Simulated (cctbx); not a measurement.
# What is wrong with this refinement?

Cell a = 5.8220 Å, b = 5.8220 Å, c = 19.0520 Å, α = 90.00°, β = 90.00°, γ = 120.00°; space group R-3c (no. 167). The compound is TiBS3.

The data are simulated with cctbx, not measured: Mo Kα, λ = 0.71073 Å, to d = 0.8 Å, 80 % of the full sphere, strongest reflection 5000 counts, noise from counting, a 1.5 % proportional error and a noise floor of 2 counts (s.d.); no absorption, and some extinction, which the refinements don't model.

An anisotropic refinement with weights 1/σ² prints:

```text
Rint 0.033, 133 unique reflections to 0.80 A
cycle     R1     wR2    GooF  max shift (A)
   1  0.2637  0.4795  23.770   0.00540
   4  0.1532  0.3162  15.677   0.00011
final R1 0.1531 wR2 0.3162 GooF 15.677  parameters 9  data/parameter 14.8
atom        x        y        z      Ueq    occ   su(xyz)  su(Uiso or U11)
S1     0.66667  0.33333  0.33333  -0.0086  1.000  0.00000  0.0026  NPD
Ti1    0.00000  0.71396  0.25000   0.0173  1.000  0.00098  0.0031
B1     0.00000  0.00000  0.25000   0.2335  1.000  0.00000  0.3041  NPD
difference map: max 9.63 min -2.23 rms 0.99
Q1    0.0000  0.0000  0.0000    6    9.63  0.00 A from S1
Q2    0.0000  0.0000  0.2500    6    4.73  0.00 A from B1
Q3    0.0000  0.0000  0.1282   12    1.52  2.26 A from Ti1
Q4    0.0237  0.4095  0.9000   36    1.39  1.47 A from Ti1
Q5    0.1065  0.2087  0.2078   36    1.32  1.21 A from Ti1
Q6    0.0140  0.4080  0.1485   36    1.22  1.31 A from Ti1
```

Q: Accept it or mend it, and why?

Mend it. The fault: elements exchanged: Ti1 is S and S1 is Ti. Against the right model at the same level, R1 goes from 0.0092 to 0.1531 and GooF from 0.97 to 15.68, U of S1 shrinks from 0.0156 to -0.0086 Å², the top difference peak, 9.6 e/Å³, lies on S1 and S1 and B1 go non-positive-definite. Ti1 has 6 electrons too many and its U swells to shed them, as expected; S1 has 6 electrons too few and its U shrinks to make up, as expected.

The compound is TiBS3. The right model at the same level gives:

```text
Rint 0.033, 133 unique reflections to 0.80 A
cycle     R1     wR2    GooF  max shift (A)
   1  0.0407  0.0957   4.746   0.00004
   2  0.0092  0.0196   0.971   0.00000
final R1 0.0092 wR2 0.0196 GooF 0.971  parameters 9  data/parameter 14.8
atom        x        y        z      Ueq    occ   su(xyz)  su(Uiso or U11)
Ti1    0.66667  0.33333  0.33333   0.0156  1.000  0.00000  0.0002
S1     0.00000  0.71322  0.25000   0.0157  1.000  0.00006  0.0002
B1     0.00000  0.00000  0.25000   0.0330  1.000  0.00000  0.0012
difference map: max 0.15 min -0.18 rms 0.04
Q1    0.0685  0.2183  0.8809   36    0.16  1.51 A from S1
Q2    0.0776  0.4864  0.8586   36    0.12  1.60 A from S1
Q3    0.0251  0.1316  0.9676   36    0.11  0.94 A from Ti1
Q4    0.9970  0.2979  0.6221   36    0.11  1.89 A from S1
Q5    0.0442  0.2567  0.1318   36    0.10  1.25 A from S1
Q6    0.1123  0.2031  0.2795   36    0.10  1.04 A from S1
```

This is a model crystal, built by substitution and not relaxed, with assumed displacement parameters.

[Middle refinement cycles are left out of these outputs.]

[Logs are printed without paths, hosts, clocks, repeated set-up lines and the standing remarks that a program may print on its own settings, such as how far it seeks lower states.]
